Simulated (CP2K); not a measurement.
Methoxyacetaldehyde has these distinct O atoms: O2 (bonded to 2 C) and O5 (bonded to C).

```xyz
11

C    -1.4990    0.3678    0.0842
O    -0.5305   -0.2884    0.9100
C     0.7968    0.0564    0.5525
C     1.2614   -0.6836   -0.6884
O     2.2508   -0.3764   -1.3262
H    -1.4256    1.4650    0.1861
H    -2.4849    0.0353    0.4270
H    -1.3800    0.1031   -0.9815
H     1.4459   -0.2548    1.3878
H     0.9325    1.1446    0.4124
H     0.6326   -1.5690   -0.9638
```

Their partial O K spectra (CP2K XAS_TDP, all-electron GAPW, PBEh(45%), aug-cc-pVDZ, TDA, GW2X-corrected core level, no relativity) are given in random order, each times the number of alike atoms.

Gaussian full width 0.5 eV, oscillator strength per eV, alike atoms added, rows of zeros left out:

```csv
E (eV),curve 1,curve 2
531.00,0.009,0.000
531.25,0.055,0.000
531.50,0.083,0.000
531.75,0.031,0.000
532.00,0.003,0.000
535.50,0.000,0.004
535.75,0.000,0.011
536.00,0.000,0.007
536.25,0.000,0.004
536.50,0.000,0.017
536.75,0.001,0.027
537.00,0.001,0.016
537.25,0.001,0.018
537.50,0.001,0.042
537.75,0.001,0.038
538.00,0.002,0.029
538.25,0.005,0.027
538.50,0.009,0.015
538.75,0.008,0.012
539.00,0.004,0.019
539.25,0.003,0.025
539.50,0.007,0.031
539.75,0.012,0.022
540.00,0.009,0.012
540.25,0.007,0.009
540.50,0.013,0.006
540.75,0.018,0.005
541.00,0.014,0.007
541.25,0.009,0.011
541.50,0.006,0.012
541.75,0.005,0.013
542.00,0.005,0.009
542.25,0.007,0.004
542.50,0.019,0.001
542.75,0.022,0.002
543.00,0.016,0.006
543.25,0.012,0.010
543.50,0.009,0.007
543.75,0.009,0.004
```

Q: Which curve belongs to which atom?

Curve 1: O5 (bonded to C), leading line at 531.45 eV (f = 0.045 an atom), ionisation energy 538.43 eV, term value 6.98 eV. Curve 2: O2 (bonded to 2 C), leading line at 536.71 eV (f = 0.014 an atom), ionisation energy 538.76 eV, term value 2.05 eV. The leading line of an atom is its first one with 35 % of the strongest within 2.5 eV of its lowest line over the strength cut. A line lies at the core ionisation energy, which rises as an atom loses charge to its neighbours or to a π system, less the term value, which is large for a low π* or σ* orbital with weight on that atom.

[Banner, clock and machine lines of the logs are left out without a mark of their own.]

[Logs are printed without paths, hosts, clocks, repeated set-up lines and the standing remarks that a program may print on its own settings, such as how far it seeks lower states.]

[Hosts, paths, dates, database ids (printed as entryN), source tags and the programs' standing remarks are cut or masked in the printed files.]
